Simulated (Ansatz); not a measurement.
# Te3As2 (Kalgoorlieite): spin-orbit coupling beyond the local functionals

Wanted: gaps of Te3As2 (Kalgoorlieite) with and without spin-orbit coupling, with cost.

Main program and level: Ansatz 0.2.0; density functionals with and without spin-orbit coupling, plane waves, PAW.

**The experiments to reproduce.**

- Gap 0.46 eV: band gap, earlier experiment; bulk crystal (quoted in “Nonlinear optical properties of arsenic telluride and its use in ultrafast fiber lasers”, 2020, pmc:7498598).

### 1. The structure

Symmetry: C2/m, No. 12, monoclinic system. Conventional cell: a = 14.357 Å, b = 4.020 Å, c = 9.899 Å, α = 90.00°, β = 95.11°, γ = 90.00°. Te has 3 As at 2.74 to 2.99 Å nearest. Nearest to Te lie 3 As at 2.65 to 2.95 Å. Nearest to Te lie 3 As at 2.76 to 2.82 Å. Nearest to As lie 6 Te at 2.76 to 2.99 Å. As has 3 Te at 2.65 to 2.74 Å nearest. Farther neighbours, and contacts between anions beyond the nearest, are not listed.

The cell and positions come from the Crystallography Open Database and are kept as given unless a step says otherwise. The default PAW set here is soft_2. Its files were made with PBE.

### 2. HSE06, 4×4×2 mesh

This step: DFT, HSE06, plane waves, PAW.

input.yaml

```yaml
crystal:
  lattice:
    - [7.17865, -2.00995, 0.0]
    - [7.17865, 2.00995, 0.0]
    - [-0.8811692412, 0.0, 9.859702925]
  atoms:
    - { symbol: Te, position: [0.0289, 0.0289, 0.2868] }
    - { symbol: Te, position: [0.9711, 0.9711, 0.7132] }
    - { symbol: Te, position: [0.7777, 0.7777, 0.339] }
    - { symbol: Te, position: [0.2223, 0.2223, 0.661] }
    - { symbol: Te, position: [0.3744, 0.3744, 0.0355] }
    - { symbol: Te, position: [0.6256, 0.6256, 0.9645] }
    - { symbol: As, position: [0.2026, 0.2026, 0.1408] }
    - { symbol: As, position: [0.7974, 0.7974, 0.8592] }
    - { symbol: As, position: [0.6133, 0.6133, 0.4406] }
    - { symbol: As, position: [0.3867, 0.3867, 0.5594] }
kpoints:
  mp_grid: { grid: [4, 4, 2] }
  band_path:
    path:
      - [0.0, 0.0, 0.0]
      - [-0.26975513, 0.26975513, 0.0]
      - [-0.73024487, -0.26975513, 0.0]
      - [-0.5, -0.5, 0.0]
      - [-0.5, -0.5, 0.5]
      - [-0.73279539, -0.26720461, 0.5]
      - [-0.26720461, 0.26720461, 0.5]
      - [0.0, 0.0, 0.5]
      - [-0.592097948, -0.407902052, 0.0]
      - [0.0, 0.0, 0.3]
    npoints: 1
hamiltonian:
  xc: hse06
scf:
  occupations: { method: fixed }
  n_extra_bands: 7
output:
  eigenvalues: true
```

Run with:

```
ansatz run input.yaml --threads 3 --pin off --max-ram 92160MiB --backend cuda --events-out ev --progress --plain --runs-dir out --devices 1 --max-vram 13GiB
```

The program printed:

```text
scf.n_extra_bands = 7 over 78 filled bands (N_el = 156.0): the run solves 85 bands
GPUs: using 1 of 1 available (devices: 1).
Engine: ansatz 0.2.0, x86_64-unknown-linux-gnu
Pseudopotentials: kind: paw
Pseudopotential: Te, paw, valence charge 16, recommended cutoff 420 eV (normal), Te.paw.azcp
Pseudopotential: As, paw, valence charge 15, recommended cutoff 420 eV (normal), As.paw.azcp
Functional definition: HSE06
  parameter a = 0.25
  parameter omega = 0.11/bohr
  exchange = pbe_x - a*pbe_x_sr(omega) + a*exact_x_sr(omega)
  correlation = pbe_c
davidson cushion auto → on  (no smearing: the cushion is to keep the highest requested band from converging to the state above it; pin scf.eigensolver.cushion to override)
device memory: the entry about to start is reckoned to put 4.9 GiB on a device that reports 55.3 GiB free (of which the cap on the GPU budget leaves the run 13.0 GiB)
GPU FFT provider: cuFFT
GPU libraries: cuBLAS 13.8.2, cuFFT 12.4.0, cuSOLVER 12.3.4
Crystal: 10 atoms, lattice volume = 284.526 Å³
Basis set: ecut = 420 eV, 5571 PW (Γ)
Bands: 85, of which v1, the nominal top of the filled ones, is band 78 counted from 1 (77 counted from 0)
Symmetry: 4 space group operations
Space group: C2/m (ITA 12), of the structure as read, at distance tolerance 6.6e-5 Å
k-points: 14 of 32
Non-local potential: Te, projectors of the file, l = 0: 2, l = 1: 2, l = 2: 2, l = 3: 2
Non-local potential: As, projectors of the file, l = 0: 2, l = 1: 2, l = 2: 3, l = 3: 1
PAW form: soft (Blöchl's): semilocal exchange-correlation on the pseudo side does not see the compensation charge
PAW frozen core: Te, regenerated for the run's functional, and the local potential with it (the file was generated under x = pbe(κ = 0.804, μ = 0.219515), c = pbe(β = 0.066725))
PAW frozen core: As, regenerated for the run's functional, and the local potential with it (the file was generated under x = pbe(κ = 0.804, μ = 0.219515), c = pbe(β = 0.066725))
PAW one-centre angular grid: Te, 590 points (default); XC on 64 Gauss nodes
PAW one-centre angular grid: As, 590 points (default); XC on 64 Gauss nodes
Initial density: superposition of atomic densities (neutral atoms: chi_scale 0, normalization atom), corrected by the library's trained network
Initial wavefunctions: pseudopotential atomic-orbital guess
GPU buffer pool allocated for 180000 grid points (all kernels)
GPU transforms: local potential and band sums: pruned to the plane-wave sphere, on 50×50×72
Functional: x = pbe(κ = 0.804, μ = 0.219515), c = pbe(β = 0.066725), warm-up for x = pbe(κ = 0.804, μ = 0.219515) + 0.25 (exact − pbe) at short range (hse, ω = 0.207870 Å⁻¹), c = pbe(β = 0.066725); HSE06 as pw.x's `hse` composes it (authors' and Libxc's form: `xc: wpbeh`)
[...]
SCF iter   1: F=—  HF=-61334.807652 eV  |F-HF|=—  |Δ(HF+E_count)|=         —  Δρ=6.07e-5  dr2=1.53e-5  ethr=1.73e-6  ⟨swp⟩=2.5  Hψ=2626  notcnv=0
preconditioner: auto → none  [insulator: Δε(μ)=0.803 eV  Ē_g=8.457 eV  n_scr=66 (ndim 8)  ℏωp=16.5 eV  f_vac=0.016]
iter 2 solved again at ethr=3.14e-10 eV; its pass at ethr=8.86e-9 eV (dr2=4.90e-7 eV) is discarded
SCF iter   2: F=—  HF=-61334.807656 eV  |F-HF|=—  |Δ(HF+E_count)|=   3.95e-6  Δρ=1.70e-5  dr2=1.63e-6  ethr=3.14e-10  ⟨swp⟩=2.1  Hψ=6895  notcnv=0
SCF iter   3: F=—  HF=-61334.807662 eV  |F-HF|=—  |Δ(HF+E_count)|=   6.08e-6  Δρ=1.05e-5  dr2=6.11e-7  ethr=3.14e-10  ⟨swp⟩=5.5  Hψ=4172  notcnv=0
SCF iter   4: F=—  HF=-61334.807662 eV  |F-HF|=—  |Δ(HF+E_count)|=   6.90e-8  Δρ=3.97e-6  dr2=3.52e-7  ethr=3.04e-10  ⟨swp⟩=3.7  Hψ=2988  notcnv=0
SCF iter   5: F=-61334.807662 eV  HF=-61334.807662 eV  |F-HF|=3.35e-8  |Δ(HF+E_count)|=   4.64e-7  Δρ=2.95e-6  dr2=4.91e-8  ethr=1.72e-10  ⟨swp⟩=6.1  Hψ=3146  notcnv=0  defer=5
SCF 3 converged in 5 iterations: F = -61334.807662 eV  dr2 = 4.91e-8
hybrid outer 2: dexx = +9.945e-6 eV, tail = 3.03e-7 eV, Δε = 2.21e-3 eV (about 1.09e-4 eV left of the loop's levels)
the search or the solves at the SCF's close seem to have found levels that the self-consistency loop had missed (the run counts 1). By its estimate they hold under 1e-12 electrons; where the run keeps them, the occupations were computed again with them
device memory: the entry about to start is reckoned to put 1.7 GiB on a device that reports 66.5 GiB free (of which the cap on the GPU budget leaves the run 13.0 GiB)
NSCF: frozen V_eff on 10 k-points
hybrid SCF converged: 2 outer / 13 inner (+6 warm-up), last move |dexx| = 9.94e-6 eV, tail = 3.03e-7 eV
Stability not checked: this state was not tested for a lower state beside it, because the functional holds exact exchange (a hybrid, or Hartree-Fock), whose exchange loop this test does not read (fock_operator; see scf.lower_state_search)
Free energy (F): -61334.807663 eV
Frozen-core exchange: fock
Harris-Foulkes:  -61334.807663 eV  (|F-HF|=3.35e-8)
Internal energy: -61334.807663 eV  (E = F + TS)
E sigma→0 (E₀):  -61334.807663 eV
Fermi energy:    8.971740 eV
--- Per-component energies (eV) ---
  E_band       = -2898.087374
  E_kinetic    = 1482.049766
  E_local      = -14936.734385  (includes V_loc(G=0)·N_el)
  E_nonlocal   = -4556.720923
  E_hartree    = 8885.422010
  E_xc         = -856.525681
  E_vxc        = -756.619412  (∫ρ·V_xc dr)
  E_exx        = -513.782344  (= α·E_x^exact, valence–valence)
  E_paw        = -35025.815713  (= ΣΔE_a)
  E_vpaw       = -873.340171  (= ΣTr[D̂ρ^β])
  E_aug_tail   = -0.001125  (compensation charges beyond the density's cutoff)
  E_ewald      = -15808.574038
  E_core_change = -4.125231  (= ΣΔE_core)
  E_smearing   = -0.000000  (= −TS)
  E_closure    = -0.000000  (closes the sum)
  Σ components = -61334.807663   (vs F -61334.807663, Δ=-7.28e-12)
--- Band table (eV; the first three rows and the last of 14) ---
  k-point 0: bands = [... 74 lower, 8.2706, 8.3041, 8.5154, 8.5480, 10.5357, 10.7304, 11.0160, 11.2702, ... 3 higher]
  k-point 1: bands = [... 74 lower, 8.5508, 8.6584, 8.7094, 8.7116, 10.1279, 10.2400, 10.5297, 10.8359, ... 3 higher]
  k-point 2: bands = [... 74 lower, 8.1234, 8.2811, 8.5019, 8.7305, 10.5096, 10.7962, 10.8408, 11.0068, ... 3 higher]
  k-point 13: bands = [... 74 lower, 8.2610, 8.6488, 8.6716, 8.8975, 9.7745, 9.8985, 10.2616, 10.9449, ... 3 higher]
```

Elapsed: 96 s, on 1 × NVIDIA H100 80GB HBM3 (shared by 6 runs) with 3 threads of AMD EPYC 7R13 (Zen 3), shared host; peak memory 2 GiB; 2.5 min of CPU time.

Reading the cycles: dr2 is the Hartree energy of the density residual (eV), the measure of convergence; HF is the Harris–Foulkes estimate of the energy, which meets the free energy F at convergence.

Numbers from this step:

| Quantity | Value |
| --- | --- |
| gap | 0.7268 eV |
| valence top at | k = (0.000, 0.000, 0.300) |
| conduction bottom at | M_2 |
| least direct gap | 0.8214 eV |
| exact-exchange fraction | 0.25 |

The gap is indirect, with the least direct gap 0.09 eV higher.

### 3. HSE06+SOC, 4×4×2 mesh

The many-body steps leave out spin-orbit coupling, so its effect is taken from a two-component run, with twice the bands.

This step: DFT, HSE06 with spin-orbit coupling, plane waves, PAW.

input.yaml, as its differences from that of step 2:

```diff
@@ -34,5 +34,12 @@
 scf:
-  occupations: { method: fixed }
-  n_extra_bands: 7
+  occupations: { method: fermi_dirac, width: 0.02 }
+  n_extra_bands: 14
+magnetization:
+  noncollinear: true
+  spin_orbit: true
 output:
   eigenvalues: true
+  write_density: true
+  write_potential: true
+  elf: true
+  volumetric_format: npy
```

The program printed:

```text
[...]
GPUs: using 1 of 1 available (devices: 1).
[...]
non-collinear run that drives no moment, with spin-orbit: no starting moment large enough to seed its density (crystal.atoms[].spin), no starting occupations that ask for one, no magnetisation constraint and no magnetic field, so the semilocal B_xc is pinned to zero
[...]
GPU FFT provider: cuFFT
GPU libraries: cuBLAS 13.8.2, cuFFT 12.4.0, cuSOLVER 12.3.4
Crystal: 10 atoms, lattice volume = 284.526 Å³
Basis set: ecut = 420 eV, 5571 PW (Γ)
Bands: 170, of which v1, the nominal top of the filled ones, is band 156 counted from 1 (155 counted from 0)
Symmetry: 4 space group operations + 4 with time reversal
[...]
k-points: 14 of 32
Projection manifold: j_resolved (fully-relativistic pseudo-atomic orbitals)
[...]
GPU buffer pool allocated for 180000 grid points (all kernels)
[...]
SCF iter   9: F=-61321.136406 eV  HF=-61321.136407 eV  |F-HF|=1.03e-6  |Δ(HF+E_count)|=   2.98e-7  Δρ=2.84e-5  dr2=2.22e-6  dr2_m=0.00e0 (ungated)  ethr=1.15e-8  |M|=0.00e0 ∫|m|=0.00e0 μB  |m|>n=0.0e0 m-floor=0.0e0 τ_xc=0.0e0  ⟨swp⟩=3.9  Hψ=5444  notcnv=0
SCF 1 stopped early in 9 iterations: F = -61321.136406 eV  dr2 = 2.22e-6
[...]
GPU FFT provider: cuFFT
GPU libraries: cuBLAS 13.8.2, cuFFT 12.4.0, cuSOLVER 12.3.4
Projection manifold: j_resolved (fully-relativistic pseudo-atomic orbitals)
[...]
GPU buffer pool allocated for 180000 grid points (all kernels)
[...]
Frozen-core exchange: fock
SCF iter   1: F=—  HF=-61319.224024 eV  |F-HF|=—  |Δ(HF+E_count)|=         —  Δρ=5.26e-3  dr2=7.24e-2  dr2_m=0.00e0 (ungated)  ethr=1.42e-8  |M|=0.00e0 ∫|m|=0.00e0 μB  |m|>n=0.0e0 m-floor=0.0e0 τ_xc=0.0e0  β_m=0.30  ⟨swp⟩=12.6  Hψ=14288  notcnv=0
[...]
SCF iter   7: F=-61319.217297 eV  HF=-61319.217303 eV  |F-HF|=6.28e-6  |Δ(HF+E_count)|=   4.95e-5  Δρ=5.07e-5  dr2=2.98e-5  dr2_m=0.00e0 (ungated)  ethr=1.42e-8  |M|=0.00e0 ∫|m|=0.00e0 μB  |m|>n=0.0e0 m-floor=0.0e0 τ_xc=0.0e0  ⟨swp⟩=5.0  Hψ=5980  notcnv=0
SCF 2 stopped early in 7 iterations: F = -61319.217297 eV  dr2 = 2.98e-5
hybrid outer 1: dexx = +4.249e-2 eV, tail = 5.45e-4 eV
GPU FFT provider: cuFFT
GPU libraries: cuBLAS 13.8.2, cuFFT 12.4.0, cuSOLVER 12.3.4
Projection manifold: j_resolved (fully-relativistic pseudo-atomic orbitals)
GPU buffer pool allocated for 180000 grid points (all kernels)
[...]
Frozen-core exchange: fock
SCF iter   1: F=—  HF=-61319.218007 eV  |F-HF|=—  |Δ(HF+E_count)|=         —  Δρ=6.11e-5  dr2=1.49e-5  dr2_m=0.00e0 (ungated)  ethr=1.75e-6  |M|=0.00e0 ∫|m|=0.00e0 μB  |m|>n=0.0e0 m-floor=0.0e0 τ_xc=0.0e0  β_m=0.30  ⟨swp⟩=5.4  Hψ=5150  notcnv=0
[...]
SCF iter   5: F=-61319.218021 eV  HF=-61319.218021 eV  |F-HF|=6.02e-8  |Δ(HF+E_count)|=   7.83e-7  Δρ=3.88e-6  dr2=9.84e-8  dr2_m=0.00e0 (ungated)  ethr=3.48e-11  |M|=0.00e0 ∫|m|=0.00e0 μB  |m|>n=0.0e0 m-floor=0.0e0 τ_xc=0.0e0  ⟨swp⟩=6.6  Hψ=7850  notcnv=0  defer=2
SCF 3 converged in 5 iterations: F = -61319.218021 eV  dr2 = 9.84e-8
[...]
NSCF: frozen V_eff on 10 k-points
[...]
Magnetization: |M| = 0.0000 μB,  M = (+0.0000, +0.0000, +0.0000) μB
Absolute magnetization: 0.0000 μB (∫|m|)
  site 0: m = (+0.0000, +0.0000, +0.0000) μB, |m| = 0.0000 μB  (R = 1.13 Å)
  site 1: m = (+0.0000, +0.0000, +0.0000) μB, |m| = 0.0000 μB  (R = 1.13 Å)
  site 2: m = (+0.0000, +0.0000, +0.0000) μB, |m| = 0.0000 μB  (R = 1.09 Å)
  site 3: m = (+0.0000, +0.0000, +0.0000) μB, |m| = 0.0000 μB  (R = 1.09 Å)
  site 4: m = (+0.0000, +0.0000, +0.0000) μB, |m| = 0.0000 μB  (R = 1.14 Å)
  site 5: m = (+0.0000, +0.0000, +0.0000) μB, |m| = 0.0000 μB  (R = 1.14 Å)
  site 6: m = (+0.0000, +0.0000, +0.0000) μB, |m| = 0.0000 μB  (R = 1.14 Å)
  site 7: m = (+0.0000, +0.0000, +0.0000) μB, |m| = 0.0000 μB  (R = 1.14 Å)
  site 8: m = (+0.0000, +0.0000, +0.0000) μB, |m| = 0.0000 μB  (R = 1.09 Å)
  site 9: m = (+0.0000, +0.0000, +0.0000) μB, |m| = 0.0000 μB  (R = 1.09 Å)
Free energy (F): -61319.218022 eV
Frozen-core exchange: fock
[...]
Internal energy: -61319.218022 eV  (E = F + TS)
E sigma→0 (E₀):  -61319.218022 eV
Entropy (-TS):   -0.000000 eV (-0.000 meV/atom)
Fermi energy:    9.421630 eV
[...]
--- Band table (eV; the first three rows and the last of 14) ---
  k-point 0: bands = [... 152 lower, 8.6466, 8.6466, 8.6744, 8.6744, 10.4797, 10.4797, 10.6578, 10.6578, ... 10 higher]
  k-point 1: bands = [... 152 lower, 8.7044, 8.7044, 8.9297, 8.9297, 9.9665, 9.9665, 10.2271, 10.2271, ... 10 higher]
  k-point 2: bands = [... 152 lower, 8.4710, 8.4710, 8.8252, 8.8252, 10.4671, 10.4671, 10.7640, 10.7640, ... 10 higher]
  k-point 13: bands = [... 152 lower, 8.8087, 8.8087, 9.0794, 9.0794, 9.6963, 9.6963, 9.8824, 9.8824, ... 10 higher]
```

The job ended after 9.5 min (1 × NVIDIA H100 80GB HBM3 (shared by 6 runs) with 3 threads; peak memory 5 GiB; 21 min of CPU time).

This step gave:

| Item | Value |
| --- | --- |
| gap | 0.5189 eV |
| valence top at | k = (0.000, 0.000, 0.300) |
| conduction bottom at | M_2 |
| least direct gap | 0.6169 eV |
| exact-exchange fraction | 0.25 |

The gap stands −0.21 eV against HSE06.

### 4. Together

Times are wall times on 1 × NVIDIA H100 80GB HBM3 (shared by 6 runs) with 3 threads of AMD EPYC 7R13 (Zen 3), shared host, good to a factor of about two.

```
level  gap (eV)  with coupling (eV)  change (eV)  time  with coupling
HSE06      0.73                0.52        −0.21  96 s        9.5 min
```

### 5. Results

- HSE06: 0.73 eV
- HSE06+SOC: 0.52 eV

**Reading.** Spin-orbit coupling changes the gap by −0.21 eV and the least direct gap by −0.20 eV. Against experiment, by HSE06+SOC: the gap of 0.52 eV lies +0.06 eV from the measured 0.46 eV (kind not stated, quoted 2020). The lattice is static and excitons are left out.

[Long decimals in the printed logs are rounded to 6 places.]

[Logs are printed without paths, hosts, clocks, repeated set-up lines and the standing remarks that a program may print on its own settings, such as how far it seeks lower states.]

[Paths, hosts, dates, memory and timing lines, banners, echoed tables and standing remarks are left out of the program output; an Ansatz launch command may be rebuilt from the run's recorded settings. Measured values are a selection of at most five: reports struck by readers or far from the other reports are left out. None is set beside runs whose start may be inverted or whose files or cutoffs have a known fault.]

[Runs of the session that timed out or met a known fault of the program may be left out.]

[Cells called generated may have been cut or substituted from an entry of the Crystallography Open Database or the Materials Project.]

[Hosts, paths, dates, database ids (printed as entryN), source tags and the programs' standing remarks are cut or masked in the printed files.]

[Where the starting crystal was built by hand or by swapping elements, it need not be the compound's stable phase.]
